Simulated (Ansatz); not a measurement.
# Structural relaxation of (12,0) carbon nanotube (192 atoms)

Wanted: the relaxed structure of (12,0) carbon nanotube (192 atoms) and its electronic structure.

Main program and level: Ansatz 0.2.0; Kohn-Sham DFT, PBE+D3(BJ), PAW (set soft_2), plane waves.

Report form: the programs' logs are mostly left out.

**1. Set-up**

The cell holds 192 atoms: 192 C. Cell: a = 21.397 Å, b = 21.397 Å, c = 17.043 Å, α = 90.0°, β = 90.0°, γ = 90.0°. It derives from C (graphene). Graphene sheet (a = 2.46 Å) rolled into a (12,0) tube of diameter 9.40 Å, 4 periods, 12 Å of vacuum; every coordinate displaced by a Gaussian of 0.02 Å. Vacuum lies along a and b. The structure repeats along c.

Before any run, some limits are plain. Only the Γ point is sampled, in a cell whose periodic width is 17 Å.

**2. Single point at the start**

A single point comes first, to see the forces before anything moves.

The input, input.yaml:

```yaml
crystal:
  lattice:
    - [21.39651, 0.0, 0.0]
    - [0.0, 21.39651, 0.0]
    - [0.0, 0.0, 17.04338]
  atoms:
    - { symbol: C, position: [0.71807, 0.50077, 0.08408] }
    - { symbol: C, position: [0.71294, 0.55715, 0.04123] }
    - { symbol: C, position: [0.69015, 0.61017, 0.08435] }
    - { symbol: C, position: [0.65579, 0.65392, 0.04144] }
    - { symbol: C, position: [0.71335, 0.55734, 0.20761] }
    - { symbol: C, position: [0.6904, 0.60977, 0.1691] }
    - { symbol: C, position: [0.60857, 0.68938, 0.08546] }
    - { symbol: C, position: [0.5549, 0.71264, 0.04144] }
    - { symbol: C, position: [0.65605, 0.65558, 0.20863] }
    - { symbol: C, position: [0.61083, 0.69008, 0.16853] }
    - { symbol: C, position: [0.50116, 0.71929, 0.08382] }
    - { symbol: C, position: [0.44252, 0.71213, 0.04083] }
    - { symbol: C, position: [0.5552, 0.71179, 0.20856] }
    - { symbol: C, position: [0.50055, 0.72033, 0.16695] }
    - { symbol: C, position: [0.38953, 0.69001, 0.08067] }
    - { symbol: C, position: [0.34411, 0.65409, 0.04208] }
    - { symbol: C, position: [0.44523, 0.7135, 0.20902] }
    - { symbol: C, position: [0.38986, 0.68989, 0.16805] }
    - { symbol: C, position: [0.30929, 0.61041, 0.08275] }
    - { symbol: C, position: [0.28714, 0.55717, 0.04302] }
    - { symbol: C, position: [0.34539, 0.65476, 0.20775] }
    - { symbol: C, position: [0.31068, 0.61069, 0.16441] }
    - { symbol: C, position: [0.28098, 0.50216, 0.08339] }
    - { symbol: C, position: [0.28762, 0.44309, 0.04082] }
    - { symbol: C, position: [0.28803, 0.55681, 0.2084] }
    - { symbol: C, position: [0.28129, 0.5, 0.16671] }
    - { symbol: C, position: [0.31011, 0.3895, 0.08273] }
    - { symbol: C, position: [0.34484, 0.3447, 0.04253] }
    - { symbol: C, position: [0.28806, 0.44353, 0.20831] }
    - { symbol: C, position: [0.30819, 0.39023, 0.16534] }
    - { symbol: C, position: [0.39009, 0.31137, 0.08224] }
    - { symbol: C, position: [0.44317, 0.28865, 0.04374] }
    [... 154 atom lines left out ...]
    - { symbol: C, position: [0.6911, 0.39012, 0.83227] }
    - { symbol: C, position: [0.71315, 0.443, 0.79115] }
    - { symbol: C, position: [0.65435, 0.34452, 0.95803] }
    - { symbol: C, position: [0.68991, 0.39113, 0.91753] }
    - { symbol: C, position: [0.71198, 0.44302, 0.95869] }
    - { symbol: C, position: [0.71997, 0.49963, 0.9179] }
kpoints:
  mp_grid: { grid: [1, 1, 1] }
hamiltonian:
  xc: pbe
  dispersion: d3bj
scf:
  occupations: { method: fermi_dirac, width: 0.05 }
output:
  forces: true
```

Launch:

```sh
ansatz run input.yaml --threads 4 --pin off --max-ram 15872MiB --backend cpu --events-out ev --progress --plain --runs-dir out
```

Wall time 2 min (4 threads of Arm Neoverse V1, shared host); peak memory 9.5 GiB.

The run gave:

| Quantity | Value |
| --- | --- |
| free energy | -48174.0054 eV |
| free energy per atom | -250.9063 eV/atom |
| SCF cycles | 9 |
| r.m.s. force component | 1.227 eV/Å |
| longest force | 5.526 eV/Å |
| Fermi energy | -1.772 eV |

The r.m.s. force component of 1.2 eV/Å sets the starting point.

Length of the force by element:

```
element  coordination  atoms  mean length of the force (eV/Å)  spread  least  most
      C           all    192                             1.84    1.06  0.136  5.53
```

**3. Relaxation**

The atoms are relaxed in the fixed cell, aiming at the force tolerance of the input.

input.yaml: that of step 2 with these lines changed.

```diff
@@ -16 +16,4 @@
   forces: true
+relax:
+  f_tol: 0.03
+  max_steps: 75
```

Elapsed: 7.1 min, on 4 threads; peak memory 9.5 GiB.

Relaxation path:

| step | energy less that of the first step (eV) | largest force component (eV/Å) |
| --- | --- | --- |
| 1 | 0.0000 | 5.1493 |
| 2 | -4.6677 | 2.3631 |
| 3 | -5.7721 | 0.1418 |
| 4 | -5.7859 | 0.0212 |
| 5 | -5.7859 | 0.0213 |

The atoms that moved most (Å):

| atom | dx | dy | dz | length |
| --- | --- | --- | --- | --- |
| C119 | -0.083 | -0.047 | 0.025 | 0.099 |
| C116 | -0.063 | 0.065 | 0.002 | 0.091 |
| C141 | 0.059 | -0.064 | 0.010 | 0.088 |
| C112 | -0.008 | 0.082 | -0.020 | 0.085 |
| C51 | 0.065 | 0.052 | -0.005 | 0.083 |
| C94 | 0.080 | 0.015 | -0.017 | 0.083 |
| C72 | -0.077 | -0.025 | -0.015 | 0.083 |
| C7 | 0.046 | 0.052 | -0.038 | 0.079 |

The relaxation changed the energy by -30.1 meV/atom, and atoms moved by 0.052 Å r.m.s., 0.099 Å at most.

**4. Local order after relaxation**

Bonds before and after, by the cutoffs listed below:

| pair | bonds before | bonds after | mean before (Å) | mean after (Å) | spread before (Å) | spread after (Å) |
| --- | --- | --- | --- | --- | --- | --- |
| C-C | 288 | 288 | 1.419 | 1.424 | 0.028 | 0.003 |

Normalised to the volume that the atoms fill. Pair distribution function in bins of 0.2 Å:

```
r (Å)  total
 1.40   6.85
 1.60   0.00
 1.80   0.00
 2.00   0.00
 2.20   0.00
 2.40   4.56
 2.60   0.00
 2.80   1.75
 3.00   0.00
 3.20   0.00
 3.40   0.00
 3.60   0.69
 3.80   1.30
 4.00   0.00
 4.20   1.55
 4.40   0.00
 4.60   0.00
 4.80   0.42
 5.00   1.51
 5.20   0.35
 5.40   0.00
 5.60   0.45
 5.80   0.27
 6.00   0.00
 6.20   0.98
 6.40   0.46
 6.60   0.47
 6.80   0.57
```

Bonds by pair of elements; cutoffs follow the first minimum of g(r), held within bounds set by covalent radii, and pairs that aren't listed don't count as bonded:

| pair A-B | cutoff (Å) | bonds | mean length (Å) | spread (Å) | shortest (Å) | B about A | A about B |
| --- | --- | --- | --- | --- | --- | --- | --- |
| C-C | 1.82 | 288 | 1.42 | 0.003 | 1.42 | 3 | 3 |

How many atoms have how many bonded neighbours:

```csv
element,mean,3
C,3,192
```

Bond angles, per cent of each kind in bins of 5°:

```csv
angle (°),C-C-C
115–120,100.0
```

Bond angles (no mean is given where the spread exceeds 20°):

```
angle  count  mean (°)  spread (°)
C-C-C    576       119         0.6
```

Counting bonds as in the table, all C atoms have 3 bonded neighbours. The C-C-C angle averages 119° with a spread of 0.6°.

**5. Single point at the relaxed geometry**

One more single point at the end of the walk gives the fuller output and checks the residual forces.

The input, input.yaml:

```yaml
crystal:
  lattice:
    - [21.39651, 0.0, 0.0]
    - [0.0, 21.39651, 0.0]
    - [0.0, 0.0, 17.04338]
  atoms:
    - { symbol: C, position: [0.72152, 0.50007, 0.08323] }
    - { symbol: C, position: [0.71397, 0.55738, 0.04155] }
    - { symbol: C, position: [0.69179, 0.61078, 0.08324] }
    - { symbol: C, position: [0.65654, 0.65659, 0.04155] }
    - { symbol: C, position: [0.71395, 0.55736, 0.20823] }
    - { symbol: C, position: [0.69177, 0.61077, 0.16654] }
    - { symbol: C, position: [0.6107, 0.69182, 0.08322] }
    - { symbol: C, position: [0.55731, 0.71403, 0.04152] }
    - { symbol: C, position: [0.65652, 0.65659, 0.20821] }
    - { symbol: C, position: [0.6107, 0.69182, 0.16653] }
    - { symbol: C, position: [0.49999, 0.72159, 0.0832] }
    - { symbol: C, position: [0.44267, 0.71409, 0.04154] }
    - { symbol: C, position: [0.55731, 0.71404, 0.20823] }
    - { symbol: C, position: [0.49999, 0.72157, 0.16654] }
    - { symbol: C, position: [0.38923, 0.692, 0.08322] }
    - { symbol: C, position: [0.34339, 0.65677, 0.04154] }
    - { symbol: C, position: [0.44268, 0.71406, 0.20822] }
    - { symbol: C, position: [0.38923, 0.69199, 0.16653] }
    - { symbol: C, position: [0.30817, 0.61093, 0.0832] }
    - { symbol: C, position: [0.28598, 0.55753, 0.04152] }
    - { symbol: C, position: [0.34338, 0.65677, 0.20821] }
    - { symbol: C, position: [0.30817, 0.61094, 0.16653] }
    - { symbol: C, position: [0.27849, 0.50021, 0.08322] }
    - { symbol: C, position: [0.28606, 0.4429, 0.04154] }
    - { symbol: C, position: [0.28599, 0.55754, 0.20823] }
    - { symbol: C, position: [0.2785, 0.50021, 0.16654] }
    - { symbol: C, position: [0.30819, 0.38948, 0.08323] }
    - { symbol: C, position: [0.34344, 0.34365, 0.04155] }
    - { symbol: C, position: [0.28606, 0.4429, 0.20822] }
    - { symbol: C, position: [0.3082, 0.38948, 0.16654] }
    - { symbol: C, position: [0.3893, 0.30847, 0.08323] }
    - { symbol: C, position: [0.44272, 0.28632, 0.04154] }
    [... 154 atom lines left out ...]
    - { symbol: C, position: [0.69187, 0.38931, 0.83323] }
    - { symbol: C, position: [0.714, 0.44274, 0.79153] }
    - { symbol: C, position: [0.65661, 0.34352, 0.95821] }
    - { symbol: C, position: [0.69186, 0.38934, 0.91653] }
    - { symbol: C, position: [0.71399, 0.44275, 0.95822] }
    - { symbol: C, position: [0.7215, 0.50007, 0.91654] }
kpoints:
  mp_grid: { grid: [1, 1, 1] }
hamiltonian:
  xc: pbe
  dispersion: d3bj
scf:
  occupations: { method: fermi_dirac, width: 0.05 }
output:
  forces: true
  populations: true
  dos:
    method: { smearing: { sigma: 0.1 } }
    de: 0.1
    projected: { site_lists: { C: [C] } }
  eigenvalues: true
  write_density: true
  write_potential: true
  volumetric_format: npy
  elf: true
```

Wall time 4.1 min (4 threads); peak memory 9.7 GiB; 16 min of CPU time.

The program notes that the exchange-correlation potential is rough where the density is thin.

Numbers from this run:

| Quantity | Value |
| --- | --- |
| free energy | -48179.7913 eV |
| free energy per atom | -250.9364 eV/atom |
| SCF cycles | 7 |
| r.m.s. force component | 0.00835 eV/Å |
| longest force | 0.0281 eV/Å |
| Fermi energy | -1.794 eV |
| levels partly filled by over 2 per cent | 4 |
| spilling of the projection | 0.01058 |

The mean of these charges, 0.042 e, is only the charge that the projection spills.

Löwdin charges by element (they lack the spilled electrons, 0.042 e an atom on average):

```csv
element,coordination,atoms,mean charge (e),spread,least,most
C,all,192,0.0423,1.0e-4,0.0422,0.0424
```

States in the cell by windows of 1 eV, zero at the Fermi level; the larger projections on atomic orbitals stand beside the total:

```csv
from (eV),to (eV),total,C p
-10,-9,29.3,23.7
-9,-8,29.7,26.7
-8,-7,75.8,67.0
-7,-6,81.5,78.1
-6,-5,61.0,58.6
-5,-4,61.3,59.5
-4,-3,54.3,53.8
-3,-2,40.3,40.1
-2,-1,23.8,23.7
-1,0,4.6,4.5
0,1,13.4,13.0
1,2,29.5,28.5
2,3,45.0,42.0
3,4,34.8,19.6
4,5,55.8,12.2
```

Between -20 and -10 eV lie 305 more states.

The levels nearest the highest filled one (over half full), pooled over k-points and spins:

| level less the highest filled one (eV) | occupation |
| --- | --- |
| -1.22 | 2 |
| -1.22 | 2 |
| -1.00 | 2 |
| -1.00 | 2 |
| -0.0062 | 1.30 |
| 0 | 1.24 |
| 0.051 | 0.745 |
| 0.0547 | 0.71 |
| 0.790 | 0 |
| 0.791 | 0 |
| 0.909 | 0 |
| 1.00 | 0 |

ELF in the ca plane at fractional y = 0.279, with atoms of C within 0.2 Å of it. It is the smooth field of the valence electrons, not physical close to the nuclei.

Ten even steps from '0' (0.00) to '9' (0.85), each cell a mean:
```
00000000000000000000000000000000000000000000
00000000000000000000000000000000000000000000
00000000000000000000000000000000000000000000
00000000000000000000000000000000000000000000
00000000000000000000000000000000000000000000
00000000000000000000000000000000000000000000
00000000000000000000000000000000000000000000
12331002331123310023311233100233112331002331
02676667741026766677410267666774102676667741
35997668974359976689743599766897435997668974
94484126637954741267389448412663795474126738
25865875873358658758732586587587335865875873
45985666975468856669754598566697546885666975
95584126747955741277479558412674795574127747
14887778862248877789621488777886224887778962
02565556641025655566410256555664102565556641
12220001221122200012211222000122112220001221
00000000000000000000000000000000000000000000
00000000000000000000000000000000000000000000
00000000000000000000000000000000000000000000
00000000000000000000000000000000000000000000
00000000000000000000000000000000000000000000
00000000000000000000000000000000000000000000
00000000000000000000000000000000000000000000
```
Columns run along c (17.0 Å), rows up along a (21.4 Å). Atoms in or near the plane, at fractional coordinates: C at (0.04, 0.44), C at (0.08, 0.50), C at (0.04, 0.56), C at (0.21, 0.44), C at (0.17, 0.50), C at (0.21, 0.56), C at (0.29, 0.44), C at (0.33, 0.50), C at (0.29, 0.56), C at (0.46, 0.44), C at (0.42, 0.50), C at (0.46, 0.56), C at (0.54, 0.44), C at (0.58, 0.50) and more.

Electrostatic potential energy in the ca plane at fractional y = 0.279, with atoms of C within 0.2 Å of it. With pseudopotentials it is smooth inside the atoms' cores, unlike the true potential.

Values in eV, 13 rows by 16 columns, each cell a mean:
```
  2   2   2   2   2   2   2   2   2   2   2   2   2   2   2   2
  2   2   2   2   2   2   2   2   2   2   2   2   2   2   2   2
  2   2   2   2   2   2   2   2   2   2   2   2   2   2   2   2
  2   2   2   2   2   2   2   2   2   2   2   2   2   2   2   2
  0  -4  -3   0   0  -4  -3   0   0  -4  -3   0   0  -4  -3   0
-27 -14  -9 -31 -28 -14  -9 -31 -27 -14  -9 -31 -28 -14  -9 -31
-14 -35 -31 -20 -14 -36 -31 -20 -14 -35 -31 -20 -14 -36 -31 -20
-24 -14 -10 -27 -24 -14 -10 -27 -24 -14 -10 -27 -24 -14 -10 -27
  1  -1  -1   0   1  -1  -1   0   1  -1  -1   0   1  -1  -1   0
  2   2   2   2   2   2   2   2   2   2   2   2   2   2   2   2
  2   2   2   2   2   2   2   2   2   2   2   2   2   2   2   2
  2   2   2   2   2   2   2   2   2   2   2   2   2   2   2   2
  2   2   2   2   2   2   2   2   2   2   2   2   2   2   2   2
```
Columns run along c (17.0 Å; values clipped at the 3rd and 97th percentile), rows up along a (21.4 Å). Atoms in or near the plane, at fractional coordinates: C at (0.04, 0.44), C at (0.08, 0.50), C at (0.04, 0.56), C at (0.21, 0.44), C at (0.17, 0.50), C at (0.21, 0.56), C at (0.29, 0.44), C at (0.33, 0.50), C at (0.29, 0.56), C at (0.46, 0.44), C at (0.42, 0.50), C at (0.46, 0.56), C at (0.54, 0.44), C at (0.58, 0.50) and more.

Löwdin charges run from +0.04 to +0.04 e, about a mean that is the spilled charge alone. Within 0.4 eV of the Fermi level the largest share is C p (100 % of the projected weight).

A closer look about C146, picked at random: 10 atoms, nearest first, numbered in the order of the input, with positions taken from that point.

```
atom      x      y      z  distance (Å)  bonds  Löwdin charge (e)
C146   0.00   0.00   0.00          0.00      3               0.04
C101   0.00   0.00  -1.42          1.42      3               0.04
C145   0.16  -1.23   0.71          1.43      3               0.04
C147  -0.47   1.14   0.71          1.43      3               0.04
C148  -1.23   2.12   0.00          2.45      3               0.04
C188   0.00  -2.45   0.00          2.45      3               0.04
C144   0.16  -1.23  -2.13          2.46      3               0.04
C102  -0.48   1.14  -2.13          2.46      3               0.04
C192   0.16  -1.23   2.13          2.46      3               0.04
C150  -0.48   1.14   2.13          2.46      3               0.04
```

The column of bonds counts only the pairs C-C within 1.82 Å; other neighbours, such as metal atoms beside each other in a compound, aren't counted, and periodic images can show an atom twice.

**6. Results**

* energy change in the relaxation: -30.14 meV/atom
* r.m.s. displacement: 0.052 Å
* largest displacement: 0.099 Å
* free energy per atom: -250.9364 eV/atom
* r.m.s. force component: 0.00835 eV/Å
* wall time of the 3 DFT runs: 13 min

What this shows: Relaxation lowers the energy by 30.1 meV/atom and moves atoms by 0.052 Å r.m.s.; the r.m.s. force component goes from 1.2 to 0.0083 eV/Å. By the final cutoffs no bond was broken or made. From the first step to the last the energy fell by 5.786 eV, and the largest move was 0.10 Å (C119). The C-C bonds go from 1.419 Å (spread 0.028) to 1.424 Å (spread 0.003). Counting bonds as in the table, all C atoms have 3 bonded neighbours. No gap is quoted, since levels at the Fermi energy are partly filled.

[Logs are printed without paths, hosts, clocks, repeated set-up lines and the standing remarks that a program may print on its own settings, such as how far it seeks lower states.]

[Hosts, paths, dates, database ids (printed as entryN), source tags and the programs' standing remarks are cut or masked in the printed files.]
